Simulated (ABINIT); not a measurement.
Computed results, one entry a study.

## BaH2 (P6_3/mmc): G0W0 with ABINIT, start to end

The structure is hexagonal, space group P6_3/mmc (No. 194). Conventional cell: a = 4.462 Å, b = 4.462 Å, c = 6.055 Å, α = 90.00°, β = 90.00°, γ = 120.00°. Nearest to Ba lie 11 H at 2.58 to 3.03 Å. Nearest to H lie 5 Ba at 2.58 to 3.03 Å and 6 H at 2.99 Å. H has 6 Ba at 2.99 Å and 8 H at 2.99 to 3.03 Å nearest. Farther neighbours, and contacts between anions beyond the nearest, are not listed.

```xyz
6
Lattice="4.4620 0.0000 0.0000 -2.2310 3.8642 0.0000 0.0000 0.0000 6.0553" Properties=species:S:1:pos:R:3 pbc="T T T"
Ba    2.2310    1.2881    4.5415
Ba    0.0000    2.5762    1.5138
H     0.0000    2.5762    4.5415
H     2.2310    1.2881    1.5138
H     0.0000    0.0000    3.0276
H     0.0000    0.0000    0.0000
```

```yaml
method: RPA screening on PBEsol, plane waves, norm-conserving pseudopotentials (and 2 further levels or steps)
program: ABINIT 10.8.3
settings: cutoff 32 Ha, PseudoDojo scalar-relativistic 0.4.1 standard, norm-conserving, potential set dojo-sr-pbesol-0.4.1-standard, ngkpt (3, 3, 2), nband 133, ecuteps 4 Ha, inclvkb 2, shiftk (0, 0, 0), symchi 1, awtr 1, frequency ppm, 3×3×2 k-mesh
cost: 5 runs, 2.4 min in all on 4 MPI ranks of Intel Xeon Platinum 8488C (Sapphire Rapids), shared host
notes: The program’s warnings: nkpt*nsppol () is not a multiple of nproc spkpt (). The cell and positions are those that the Materials Project relaxed with its own functionals (PBE, PBE+U or r2SCAN), kept fixed. Limits: no spin-orbit coupling. The 3×3×2 mesh is coarse for this cell, which bears on the long-range parts of exchange and screening.
pbesol_gap: 1.47 eV, indirect
g0w0_gap_on_the_mesh: 2.99 eV
gw_settings: 3×3×2 mesh, 133 bands, screening to 108.8 eV, Godby-Needs plasmon pole
known_limits: short of the basis limit; no spin-orbit coupling; coarse k mesh
```

G0W0 moves the gap on the mesh from 1.47 eV to 2.99 eV (+1.52 eV), with Z of 0.78 and 0.81 at the edges. Local fields lower the RPA ε∞ on this mesh from 6.50 to 5.84; a Γ-centred mesh this coarse tends to raise both, most where the direct gap is narrow, while a short band sum lowers them.

[Long decimals in the printed logs are rounded to 6 places.]

[Logs are printed without paths, hosts, clocks, repeated set-up lines and the standing remarks that a program may print on its own settings, such as how far it seeks lower states.]

[Paths, hosts, dates, memory and timing lines, banners, echoed tables and standing remarks are left out of the program output; an Ansatz launch command may be rebuilt from the run's recorded settings. Measured values are a selection of at most five: reports struck by readers or far from the other reports are left out. None is set beside runs whose start may be inverted or whose files or cutoffs have a known fault.]

[Runs of the session that timed out or met a known fault of the program may be left out.]

[Hosts, paths, dates, database ids (printed as entryN), source tags and the programs' standing remarks are cut or masked in the printed files.]

[G0W0 gaps are taken among the corrected bands and points alone; a level outside them can change the order at an edge.]

[Where Ansatz stands beside ABINIT at settings called matched, ABINIT's density can come from a denser mesh and the files from another edition; pairs whose starting gaps differed by over 0.03 eV were left out, so agreement reads better than it is.]
